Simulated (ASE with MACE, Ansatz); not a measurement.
# Σ19 (331)[1-10] symmetric tilt boundary in Ge (62 atoms): boundary energy

What is the boundary energy of this cell, counted against the bulk crystal, and how far does it hang on functional and mesh?

Calculated with Ansatz 0.2.0: Kohn-Sham DFT, PBE, PAW (set soft_2), plane waves; cutoff 420 eV, fermi-dirac smearing of 0.025 eV. Cutoffs: 420 eV for PBE; 500 eV for r2SCAN.

**The cells**

The cell holds 62 atoms: 62 Ge. Cell: a = 8.146 Å, b = 9.107 Å, c = 20.740 Å, α = 90.0°, β = 90.0°, γ = 77.1°. It derives from Ge. The starting structure: Two grains of Ge, one the mirror image of the other in the boundary plane, two boundaries a cell; of 6 trial joints (lateral shifts, openings, close atoms taken out) the lowest after a short relaxation with the MACE-MP-0b2 potential was kept (shift [0, 0] of the surface cell, opening 0.00 Å, one of each pair under 1.49 Å removed), then its atoms and the cell's length along the normal were relaxed with that potential. Lattice constants are starting values near those of PBE.

The bulk reference is Ge8 in a cell of 8 atoms, 23.888 Å³ an atom.

The input of the single point on the relaxed cell:

```yaml
crystal:
  lattice:
    - [8.14587, 0.0, 0.0]
    - [2.03647, 8.87676, 0.0]
    - [0.0, 0.0, 20.74028]
  atoms:
    - { symbol: Ge, position: [0.1393, 0.45022, 0.99881] }
    - { symbol: Ge, position: [0.02588, 0.89571, 0.05797] }
    - { symbol: Ge, position: [0.31632, 0.73338, 0.06442] }
    - { symbol: Ge, position: [0.18043, 0.27877, 0.1008] }
    [... 56 atom lines left out ...]
    - { symbol: Ge, position: [0.97512, 0.09838, 0.58301] }
    - { symbol: Ge, position: [0.76276, 0.94825, 0.56003] }
kpoints:
  mp_grid: { grid: [4, 3, 1] }
hamiltonian:
  xc: pbe
scf:
  occupations: { method: fermi_dirac, width: 0.025 }
output:
  forces: true
  stress: true
  populations: true
  dos:
    method: { smearing: { sigma: 0.08 } }
    de: 0.1
    projected:
      site_lists:
        Ge: [Ge]
        lower_grain: [... 34 sites ...]
        upper_grain: [... 28 sites ...]
  eigenvalues: true
  write_density: true
  write_potential: true
  volumetric_format: npy
```

| cell | formula | k-mesh | relaxation steps | gain on relaxing (eV) | free energy, PBE (eV) | time of its runs on this page |
| --- | --- | --- | --- | --- | --- | --- |
| Sigma19 (331)[1-10] symmetric tilt boundary in Ge | Ge62 | 4×3×1 (relaxed on 2×2×1) | 6 | 0.36 | -266283.013 | 65 s |
| bulk Ge | Ge8 | 10×10×10 | - | - | -34359.874 | 12 s |

**Boundary energy**

The excess is the cell's free energy less 7.75 times that of the bulk cell. It is divided by twice the area, as the cell holds two boundaries, so the value is their mean, and they need not be alike (72.31 Å²), with 1 eV/Å² = 16.022 J/m².

```
           level  k-mesh  excess (eV)  boundary energy (J/m²)  per area (meV/Å²)
             PBE   4×3×1        6.006                   0.665               41.5
PBE, denser mesh   5×5×2        5.883                   0.652               40.7
          r2SCAN   4×3×1        7.046                   0.781               48.7
```

Worked for the first row at PBE: (-266283.013) − 7.75 × (-34359.874) = 6.006 eV (from unrounded energies).

Then 6.006 / (2 × 72.31) × 16.022 = 0.665 J/m².

**Neighbours**

Bonds by pair of elements; cutoffs follow the first minimum of g(r), held within bounds set by covalent radii, and pairs that aren't listed don't count as bonded:

| pair A-B | cutoff (Å) | bonds | mean length (Å) | spread (Å) | shortest (Å) | B about A | A about B |
| --- | --- | --- | --- | --- | --- | --- | --- |
| Ge-Ge | 2.98 | 122 | 2.50 | 0.044 | 2.40 | 3.94 | 3.94 |

How many atoms have how many bonded neighbours:

| element | mean | 2 | 4 |
| --- | --- | --- | --- |
| Ge | 3.94 | 2 | 60 |

**Findings**

At PBE the boundary energy is 0.67 J/m². At the same geometries the levels give 0.67 (PBE) to 0.78 J/m² (r2SCAN) and the denser mesh moves it by -0.01 J/m². Relaxing the atoms lowered it by 0.039 J/m² from the start (on the 2×2×1 mesh of the relaxation), and the farthest atom moved 0.23 Å. By these cutoffs 2 of 62 Ge atoms differ from the commonest count of 4.

Limits: The cell edges were held, so the lattice is the typed one for every functional, and the length along the normal is the one that the machine-learned potential gave. Cell and bulk are sampled on unlike meshes, and the error grows with the number of atoms subtracted. The joint was picked among a few trials by a machine-learned potential, and a lower one may exist.

[Logs are printed without paths, hosts, clocks, repeated set-up lines and the standing remarks that a program may print on its own settings, such as how far it seeks lower states.]

[Hosts, paths, dates, database ids (printed as entryN), source tags and the programs' standing remarks are cut or masked in the printed files.]
